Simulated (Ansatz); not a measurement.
# Phonons of Zr (P6_3/mmc, 2 atoms in the cell) against volume, part 2 of 2

Wanted: Grüneisen parameters and pressure coefficients of the modes of Zr (P6_3/mmc, 2 atoms in the cell).

Ansatz 0.2.0; DFT PBEsol, scalar-relativistic, plane waves, PAW; PAW set soft_1.

So far. Step 3 (Tight relaxation): The forces vanish by symmetry and the pressure is 0.000 GPa, within the tolerances set. The cell now holds 22.46 Å³/atom.

## Step 4: Zone-centre response at rest

Phonons follow from the second derivative of the energy, found here by linear response.

The modes at rest are the reference of the series.

Input file input.yaml:

```yaml
crystal:
  lattice:
    - [3.1836934354, 0.0, 0.0]
    - [-1.5918467177, 2.7571593929, 0.0]
    - [0.0, 0.0, 5.117890686]
  atoms:
    - { symbol: Zr, position: [0.3333333333, 0.6666666667, 0.25] }
    - { symbol: Zr, position: [0.6666666667, 0.3333333333, 0.75] }
kpoints:
  mp_grid: { grid: [15, 15, 8] }
hamiltonian:
  xc: pbesol
  pseudopotentials: { kind: paw, azcp: { folder: soft_1 }, xc_functional: pbe }
scf:
  occupations: { method: methfessel_paxton, width: 0.2 }
output:
  eigenvalues: true
phonons:
  method: dfpt
```

Started as:

```console
> ansatz run input.yaml --threads 4 --pin off --max-ram 10240MiB --backend cpu --events-out ev --progress --plain --runs-dir out
```

Numbers of over 12 decimals in the logs are rounded to 6 here.

The log of the run:

```text
zone centre: on kpoints.mp_grid the ground state, and the responses unless they are solved on pairs of k-points, stand on 320 of the mesh's 1800 k-points, reduced under 4 symmetry operations, with k and −k counted as one. Each operation leaves every solved displacement unchanged or reverses it
[...]
Crystal: 2 atoms, lattice volume = 44.925 Å³
Basis set: ecut = 420 eV, 881 PW (Γ), exchange–correlation on 48×48×72 points (8 copies of the dense FFT grid, shifted against one another)
Bands: 16, of which v1, the nominal top of the filled ones, is band 12 counted from 1 (11 counted from 0)
Symmetry: 24 space group operations
k-points: 320 of 1800 (irreducible under 4 space group operations, time reversal used)
[...]
SCF iter   1: F=—  HF=-8257.514164 eV  |F-HF|=—  |Δ(HF+E_count)|=         —  Δρ=3.02e-2  dr2=5.20e-1  ethr=3.10e-3  ⟨swp⟩=5.1  Hψ=47083  notcnv=0
automatic band count: the SCF goes on with 20 bands, as 16 were too few: they end inside the smearing window of the response
[...]
SCF iter   2: F=—  HF=-8257.383669 eV  |F-HF|=—  |Δ(HF+E_count)|=   1.30e-1  S|Δr|=    0.00e0  Δρ=1.86e-2  dr2=1.93e-1  ethr=2.17e-3  ⟨swp⟩=1.8  Hψ=9831  notcnv=0  defer=110
[...]
SCF iter   9: F=-8257.315876 eV  HF=-8257.315876 eV  |F-HF|=1.82e-12  |Δ(HF+E_count)|=  1.82e-12  S|Δr|=    0.00e0  Δρ=2.59e-8  dr2=2.14e-13  ethr=1.00e-12  ⟨swp⟩=9.4  Hψ=25924  notcnv=0
SCF 1 converged in 9 iterations: F = -8257.315876 eV  dr2 = 2.14e-13
[...]
DFPT response loops at Γ: preconditioner auto → Kerker (q_TF=auto, 2.458 Å⁻¹) (partly filled bands, converged f_vac=0.000); β = 1.00, the filter's whole step (`scf.mixing.beta` (0.50) is not read by the response loops under this deck's `scf.mixing.preconditioner`; to damp them name `kerker` or `kerker_dos`, under which they read `scf.mixing.beta`, and type it under 1.00, their step now; both keys bind the ground state too); Broyden in place of MSR1
SCF converged after 9 iterations
[...]
Free energy (F): -8257.315876 eV
[...]
Internal energy: -8257.317930 eV  (E = F + TS)
E sigma→0 (E₀):  -8257.316389 eV
Entropy (-TS):   0.002055 eV (1.027 meV/atom)
Fermi energy:    14.451849 eV
[...]
--- Band table (eV; the first three rows and the last of 320) ---
  k-point 0: bands = [... 8 lower, 8.7040, 11.2923, 15.3096, 15.3096, 15.3742, 15.6829, 16.0178, 16.0178, ... 4 higher]
  k-point 1: bands = [... 8 lower, 8.8390, 11.2880, 15.2433, 15.2433, 15.2714, 15.4306, 15.9189, 15.9189, ... 4 higher]
  k-point 2: bands = [... 8 lower, 9.2246, 11.2232, 14.8932, 15.0008, 15.1463, 15.1463, 15.6841, 15.6841, ... 4 higher]
  k-point 319: bands = [... 8 lower, 12.0880, 12.0880, 13.7622, 13.7622, 14.4750, 14.4750, 16.3131, 16.3131, ... 4 higher]
--- Phonons (Γ-DFPT): 2 representative perturbations + reference, on 320 of 1800 k-points (Σ response iterations 6) ---
  k mesh reduced under 4 symmetry operations, with k and −k counted as one. Each operation leaves every solved displacement unchanged or reverses it
  ASR residual: 9.189e-6 → 0.000e0 eV/Å²; symmetrization residual: 5.759e-14 eV/Å²
  ASR residual per site (eV/Å²): 9.19e-6 9.19e-6
  Γ frequencies (cm⁻¹): 0.00 0.00 0.00 63.26 63.26 163.22
  non-analytic LO–TO correction: not included (Born effective charges unavailable; polar crystals: no LO–TO splitting at Γ)
```

Wall time 29 s (4 threads of Arm Neoverse N1, shared host); peak memory 0.93 GiB; 1.8 min of CPU time.

This step gave:

| Property | Result |
| --- | --- |
| sum-rule residual before enforcement | 9.19e-6 eV/Å² |
| point group | 6/mmm |
| highest optical mode at the zone centre (no LO-TO term) | 163.2 cm⁻¹ |
| lowest optical zone-centre mode | 63.26 cm⁻¹ |

Patterns of degenerate modes are one choice out of their space. Modes at Γ:

```tsv
mode	frequency (cm⁻¹)	symmetry
1	0.0	acoustic
2	0.0	acoustic
3	0.0	acoustic
4	63.3	E2g
5	63.3	E2g
6	163.2	B1g
```

Displacements in mode 5 (63.3 cm⁻¹), the largest set to 1:
```
Zr1  0.00  1.00  0.00
Zr2  0.00 -1.00  0.00
```

Displacements in mode 6 (163.2 cm⁻¹), the largest set to 1:
```
Zr1  0.00  0.00 -1.00
Zr2  0.00  0.00  1.00
```

Before it was imposed, the acoustic sum rule was missed by 9.2e-6 eV/Å². Small misses are needed for a sound result but don't prove that mesh and cutoff are converged. The lowest optical mode is real, 63.3 cm⁻¹.

## Step 5: A member of the series: 1.06 times the volume at rest

The cell is set to 1.06 times the volume at rest, and shape and atoms relax at that volume.

input.yaml, the sections that differ from step 4:

```yaml
crystal:
  lattice:
    - [3.2509327172, 0.0, 0.0]
    - [-1.6254663586, 2.8153903191, 0.0]
    - [0.0, 0.0, 5.2028750014]
  atoms:
    - { symbol: Zr, position: [0.3333333333, 0.6666666667, 0.25] }
    - { symbol: Zr, position: [0.6666666667, 0.3333333333, 0.75] }
output:
  forces: true
  stress: true
  eigenvalues: true
relax:
  adjacent_minimum: "off"
  f_tol: 0.001
  max_steps: 60
  cell: { stress_tol: 0.01, fix: [volume] }
# kpoints, hamiltonian, scf: as in step 4
# phonons: removed
```

The log of the run:

```text
[...]
Crystal: 2 atoms, lattice volume = 47.620 Å³
Basis set: ecut = 420 eV, 941 PW (Γ), exchange–correlation on 48×48×72 points (8 copies of the dense FFT grid, shifted against one another)
Bands: 16, of which v1, the nominal top of the filled ones, is band 12 counted from 1 (11 counted from 0)
Symmetry: 24 space group operations
[...]
k-points: 135 of 1800
[...]
k-point 134: bands = [... 8 lower, 12.0732, 12.0732, 12.2438, 12.2438, 13.4460, 13.4460, 15.4749, 15.4749]
--- Relaxed structure (2 steps of the walk, 2 accepted, 1 SCFs on fresh bases) ---
[...]
cell:  # Å, volume = 47.6201 Å³
    - [3.252883, 0, 0.0]
    - [-1.626442, 2.817080, 0.0]
    - [0.0, 0.0, 5.196637]
  atoms:
    - { symbol: Zr, position: [0.333333, 0.666667, 0.25] }
    - { symbol: Zr, position: [0.666667, 0.333333, 0.75] }
[key lines of the parts left out:]
SCF converged after 5 iterations
Free energy (F): -8257.270138 eV
Fermi energy:    13.505646 eV
P = ⅓ Tr σ = -5.2221 GPa (-52.221 kbar)
```

Wall time 6.3 s (4 threads); peak memory 0.4 GiB.

The steps of the relaxation:

```tsv
step	energy less that of the first step (eV)	largest force component (eV/Å)	pressure (GPa)	volume (Å³)
1	0.0000	0.0000	-5.23	47.62
2	0.0000	0.0000	-5.22	47.62
3*	0.0000	0.0000	-5.22	47.62
```

Relaxation steps marked * repeat the geometry before them on a plane-wave basis chosen anew for their cell, so energy and pressure can jump there.

The run keeps the 24 symmetry operations that it works with, so distortions that break them were not tested.

```tsv
conventional cell, symmetrised	before	after	change
a (Å)	3.251	3.253	+0.1 %
b (Å)	3.251	3.253	+0.1 %
c (Å)	5.203	5.197	-0.1 %
volume (Å³/atom)	23.81	23.81	-0.0 %
```

The relaxed structure:

```xyz
2
Lattice="3.2529 0.0000 0.0000 -1.6264 2.8171 0.0000 0.0000 0.0000 5.1966" Properties=species:S:1:pos:R:3 pbc="T T T"
Zr    0.0000    1.8781    1.2992
Zr    1.6264    0.9390    3.8975
```

Numbers from this step:

```
pressure        : -5.222 GPa
volume per atom : 23.81 Å³
```

The forces vanish by symmetry, at a pressure of -5.22 GPa.

## Step 6: Modes of this member: 1.06 times the volume at rest

The zone-centre modes follow for 1.06 times the volume at rest.

input.yaml, the sections that differ from step 5:

```yaml
crystal:
  lattice:
    - [3.252883422, 0.0, 0.0]
    - [-1.626441711, 2.817079679, 0.0]
    - [0.0, 0.0, 5.1966367021]
  atoms:
    - { symbol: Zr, position: [0.3333333333, 0.6666666667, 0.25] }
    - { symbol: Zr, position: [0.6666666667, 0.3333333333, 0.75] }
output:
  eigenvalues: true
phonons:
  method: dfpt
# kpoints, hamiltonian, scf: as in step 5
# relax: removed
```

The log of the run:

```text
[...]
Crystal: 2 atoms, lattice volume = 47.620 Å³
Basis set: ecut = 420 eV, 941 PW (Γ), exchange–correlation on 48×48×72 points (8 copies of the dense FFT grid, shifted against one another)
Bands: 16, of which v1, the nominal top of the filled ones, is band 12 counted from 1 (11 counted from 0)
Symmetry: 24 space group operations
k-points: 320 of 1800 (irreducible under 4 space group operations, time reversal used)
[...]
SCF iter   1: F=—  HF=-8257.485247 eV  |F-HF|=—  |Δ(HF+E_count)|=         —  Δρ=3.00e-2  dr2=5.67e-1  ethr=3.10e-3  ⟨swp⟩=5.1  Hψ=46777  notcnv=0
[...]
SCF iter   9: F=-8257.270138 eV  HF=-8257.270138 eV  |F-HF|=3.64e-12  |Δ(HF+E_count)|=    0.00e0  S|Δr|=    0.00e0  Δρ=2.97e-8  dr2=3.03e-13  ethr=1.00e-12  ⟨swp⟩=9.6  Hψ=25803  notcnv=0
SCF 1 converged in 9 iterations: F = -8257.270138 eV  dr2 = 3.03e-13
[...]
SCF converged after 9 iterations
[...]
Free energy (F): -8257.270138 eV
[...]
Internal energy: -8257.272582 eV  (E = F + TS)
E sigma→0 (E₀):  -8257.270749 eV
Entropy (-TS):   0.002443 eV (1.222 meV/atom)
Fermi energy:    13.505646 eV
[...]
--- Band table (eV; the first three rows and the last of 320) ---
  k-point 0: bands = [... 8 lower, 7.8586, 10.5050, 14.3442, 14.3442, 14.4589, 14.5636, 15.0104, 15.0104, ... 4 higher]
  k-point 1: bands = [... 8 lower, 7.9861, 10.4900, 14.2772, 14.2772, 14.3299, 14.3607, 14.9155, 14.9155, ... 4 higher]
  k-point 2: bands = [... 8 lower, 8.3520, 10.3913, 13.8483, 14.1001, 14.1802, 14.1802, 14.6906, 14.6906, ... 4 higher]
  k-point 319: bands = [... 8 lower, 11.2449, 11.2449, 12.8548, 12.8548, 13.5022, 13.5022, 15.2848, 15.2848, ... 4 higher]
[...]
ASR residual: 1.627e-5 → 0.000e0 eV/Å²; symmetrization residual: 1.131e-13 eV/Å²
  ASR residual per site (eV/Å²): 1.63e-5 1.63e-5
  Γ frequencies (cm⁻¹): 0.00 0.00 0.00 71.20 71.20 135.32
[...]
```

Wall time 30 s (4 threads); peak memory 0.98 GiB.

Numbers from this step:

```
sum-rule residual before enforcement                    : 1.63e-5 eV/Å²
highest optical mode at the zone centre (no LO-TO term) : 135.3 cm⁻¹
lowest optical zone-centre mode                         : 71.2 cm⁻¹
```

Patterns of degenerate modes are one choice out of their space. Modes at Γ:

```tsv
mode	frequency (cm⁻¹)	symmetry
1	0.0	acoustic
2	0.0	acoustic
3	0.0	acoustic
4	71.2	E2g
5	71.2	E2g
6	135.3	B1g
```

Displacements in mode 4 (71.2 cm⁻¹), the largest set to 1:
```
Zr1  0.00  1.00  0.00
Zr2  0.00 -1.00  0.00
```

Displacements in mode 6 (135.3 cm⁻¹), the largest set to 1:
```
Zr1  0.00  0.00 -1.00
Zr2  0.00  0.00  1.00
```

The lowest optical mode is real, 71.2 cm⁻¹, and the highest lies at 135.3 cm⁻¹.

For the highest optical mode at the zone centre (no LO-TO term), step 4 gave 163 cm⁻¹; this run, with volume ratio 1.06, gives 135 cm⁻¹ (-17 %).

## Step 7: Relaxation of a member: 0.9 times the volume at rest

The cell is set to 0.9 times the volume at rest, and shape and atoms relax at that volume.

input.yaml, the sections that differ from step 6:

```yaml
crystal:
  lattice:
    - [3.0574692901, 0.0, 0.0]
    - [-1.5287346451, 2.6478460765, 0.0]
    - [0.0, 0.0, 4.9942674029]
  atoms:
    - { symbol: Zr, position: [0.3333333333, 0.6666666667, 0.25] }
    - { symbol: Zr, position: [0.6666666667, 0.3333333333, 0.75] }
output:
  forces: true
  stress: true
  eigenvalues: true
relax:
  adjacent_minimum: "off"
  f_tol: 0.001
  max_steps: 60
  cell: { stress_tol: 0.01, fix: [volume] }
# kpoints, hamiltonian, scf: as in step 6
# phonons: removed
```

The log of the run:

```text
[...]
Crystal: 2 atoms, lattice volume = 40.432 Å³
Basis set: ecut = 420 eV, 785 PW (Γ), exchange–correlation on 48×48×72 points (8 copies of the dense FFT grid, shifted against one another)
Bands: 16, of which v1, the nominal top of the filled ones, is band 12 counted from 1 (11 counted from 0)
Symmetry: 24 space group operations
[...]
k-points: 135 of 1800
[...]
k-point 134: bands = [... 8 lower, 14.5389, 14.5389, 14.8401, 14.8401, 16.4306, 16.4306, 18.4469, 18.4469]
--- Relaxed structure (3 steps of the walk, 3 accepted, 1 SCFs on fresh bases) ---
[...]
cell:  # Å, volume = 40.4321 Å³
    - [3.051766, 2.8813623987806773e-11, 0]
    - [-1.525883, 2.642907, 0]
    - [0, -1.7271843301386634e-19, 5.012953]
  atoms:
    - { symbol: Zr, position: [0.333333, 0.666667, 0.25] }
    - { symbol: Zr, position: [0.666667, 0.333333, 0.75] }
[key lines of the parts left out:]
SCF converged after 5 iterations
Free energy (F): -8257.159064 eV
Fermi energy:    16.276163 eV
P = ⅓ Tr σ = 11.9428 GPa (119.428 kbar)
```

The job ended after 8 s (4 threads; peak memory 0.38 GiB; 30 s of CPU time).

The steps of the relaxation:

```tsv
step	energy less that of the first step (eV)	largest force component (eV/Å)	pressure (GPa)	volume (Å³)
1	0.0000	0.0000	12.03	40.43
2	-0.0002	0.0000	11.95	40.43
3	-0.0002	0.0000	11.94	40.43
4*	-0.0002	0.0000	11.94	40.43
```

Relaxation steps marked * repeat the geometry before them on a plane-wave basis chosen anew for their cell, so energy and pressure can jump there.

The run keeps the 24 symmetry operations that it works with, so distortions that break them were not tested.

```tsv
conventional cell, symmetrised	before	after	change
a (Å)	3.057	3.052	-0.2 %
b (Å)	3.057	3.052	-0.2 %
c (Å)	4.994	5.013	+0.4 %
volume (Å³/atom)	20.22	20.22	-0.0 %
```

The relaxed structure:

```
Zr
1.0
     3.05177    0.00000    0.00000
    -1.52588    2.64291    0.00000
     0.00000    0.00000    5.01295
Zr
2
Direct
  0.33333 0.66667 0.25000
  0.66667 0.33333 0.75000
```

This step gave:

```
pressure        : 11.94 GPa
volume per atom : 20.22 Å³
```

The forces vanish by symmetry, at a pressure of 11.94 GPa.

## Step 8: Modes of this member: 0.9 times the volume at rest

The zone-centre modes follow for 0.9 times the volume at rest.

input.yaml, the sections that differ from step 7:

```yaml
crystal:
  lattice:
    - [3.051765565, 0.0, 0.0]
    - [-1.5258827825, 2.6429065057, 0.0]
    - [0.0, 0.0, 5.0129533389]
  atoms:
    - { symbol: Zr, position: [0.3333333333, 0.6666666667, 0.25] }
    - { symbol: Zr, position: [0.6666666667, 0.3333333333, 0.75] }
output:
  eigenvalues: true
phonons:
  method: dfpt
# kpoints, hamiltonian, scf: as in step 7
# relax: removed
```

The log of the run:

```text
[...]
Crystal: 2 atoms, lattice volume = 40.432 Å³
Basis set: ecut = 420 eV, 785 PW (Γ), exchange–correlation on 48×48×72 points (8 copies of the dense FFT grid, shifted against one another)
Bands: 16, of which v1, the nominal top of the filled ones, is band 12 counted from 1 (11 counted from 0)
Symmetry: 24 space group operations
k-points: 320 of 1800 (irreducible under 4 space group operations, time reversal used)
[...]
k-point 2: bands = [... 8 lower, 10.9767, 12.8465, 16.6408, 16.9117, 17.0434, 17.0434, 17.6093, 17.6093, ... 4 higher]
  k-point 319: bands = [... 8 lower, 13.7159, 13.7159, 15.5066, 15.5066, 16.4109, 16.4109, 18.2953, 18.2953, ... 4 higher]
[...]
ASR residual: 5.928e-5 → 0.000e0 eV/Å²; symmetrization residual: 4.998e-14 eV/Å²
  ASR residual per site (eV/Å²): 5.93e-5 5.93e-5
  Γ frequencies (cm⁻¹): 0.00 0.00 0.00 43.88 43.88 213.53
[...]
[key lines of the parts left out:]
SCF converged after 8 iterations
Free energy (F): -8257.159064 eV
Fermi energy:    16.276163 eV
```

It took 27 s on 4 threads; peak memory 0.88 GiB; 1.7 min of CPU time.

Numbers from this step:

```
sum-rule residual before enforcement                    : 5.93e-5 eV/Å²
highest optical mode at the zone centre (no LO-TO term) : 213.5 cm⁻¹
lowest optical zone-centre mode                         : 43.88 cm⁻¹
```

Patterns of degenerate modes are one choice out of their space. Modes at Γ:

```tsv
mode	frequency (cm⁻¹)	symmetry
1	0.0	acoustic
2	0.0	acoustic
3	0.0	acoustic
4	43.9	E2g
5	43.9	E2g
6	213.5	B1g
```

Displacements in mode 5 (43.9 cm⁻¹), the largest set to 1:
```
Zr1  0.00 -1.00  0.00
Zr2  0.00  1.00  0.00
```

Displacements in mode 6 (213.5 cm⁻¹), the largest set to 1:
```
Zr1  0.00  0.00  1.00
Zr2  0.00  0.00 -1.00
```

The lowest optical mode is real, 43.9 cm⁻¹, and the highest lies at 213.5 cm⁻¹.

For the highest optical mode at the zone centre (no LO-TO term), step 4 gave 163 cm⁻¹; this run, with volume ratio 0.9, gives 214 cm⁻¹ (+31 %).

## Step 9: All members side by side

The members are set side by side, also those not shown above.

Each row is one cell with its response, relaxed at fixed volume as far as symmetry leaves anything free; energies are extrapolated to zero smearing, and E0 is that at rest; shape and atoms are relaxed in each cell where symmetry leaves them free; all runs use 15×15×8 k points and Methfessel-Paxton smearing of 0.2 eV. State of the crystal along the series:

```tsv
volume ratio	V (Å³/atom)	pressure (GPa)	E - E0 (meV/atom)	first cell vector (Å)	third cell vector (Å)
0.9	20.22	11.94	78.42	3.052	5.013
0.92	20.66	9.171	48.89	3.08	5.031
0.94	21.11	6.613	26.82	3.107	5.05
0.96	21.56	4.244	11.63	3.134	5.07
0.98	22.01	2.042	2.843	3.159	5.093
0.99	22.24	1.002	0.7058	3.172	5.105
1	22.46	8.75e-6	0	3.184	5.118
1.02	22.91	-1.886	2.665	3.207	5.144
1.04	23.36	-3.624	10.41	3.23	5.17
1.06	23.81	-5.222	22.82	3.253	5.197
```

Each mode is tracked from rest by its pattern, and modes that stay within 0.3 cm⁻¹ of each other stand once; shape and atoms are relaxed in each cell where symmetry leaves them free; all runs use 15×15×8 k points and Methfessel-Paxton smearing of 0.2 eV. Optical modes along the series:

```tsv
V (Å³/atom)	mode 4 E2g (cm⁻¹)	mode 6 B1g (cm⁻¹)
20.22	43.88	213.5
20.66	47.78	202.7
21.11	51.81	192.2
21.56	55.97	182.3
22.01	59.84	172.7
22.24	61.62	167.9
22.46	63.26	163.2
22.91	66.25	153.9
23.36	68.88	144.6
23.81	71.2	135.3
```

From cubic fits (parabolas where under five rows exist) of ln ω and P against ln V through the rows within about 4 % of rest: γ = −d ln ω / d ln V and dω/dP = γ ω / B. Slopes at rest:

```tsv
mode	fitted frequency at rest (cm⁻¹)	Grüneisen parameter γ	dω/dP (cm⁻¹/GPa)
mode 4 E2g	63.3	-2.52	-1.63
mode 6 B1g	163.2	2.88	4.78
```

## Step 10: Results

- members: 10
- highest optical mode at the zone centre (no LO-TO term), at rest: 163.2 cm⁻¹
- bulk modulus at rest: 98.1 GPa
- mode 4 E2g, γ: -2.52
- mode 6 B1g, γ: 2.88

In words: The series spans -5.2 to 11.9 GPa, and the slope at rest gives a bulk modulus of 98 GPa. Among the modes in the table of slopes γ runs from -2.52 (mode 4 E2g) to 2.88 (mode 6 B1g). A negative γ means that the mode softens under pressure. One k mesh and one cutoff serve the ground states and modes of all volumes. These are harmonic frequencies at zero temperature: anharmonic shifts, linewidths and thermal expansion are left out. With no gap, or one that is small against the smearing, the frequencies hang on the k mesh and the smearing, most of all near Kohn anomalies. The PAW files were made for PBE; the program adapts parts of them to the functional of the run, but their partial waves stay those of PBE, an approximation that was not tested in this session. Only the zone centre was solved, so an instability at another wavevector cannot show here.

[Logs are printed without paths, hosts, clocks, repeated set-up lines and the standing remarks that a program may print on its own settings, such as how far it seeks lower states.]

[Hosts, paths, dates, database ids (printed as entryN), source tags and the programs' standing remarks are cut or masked in the printed files.]
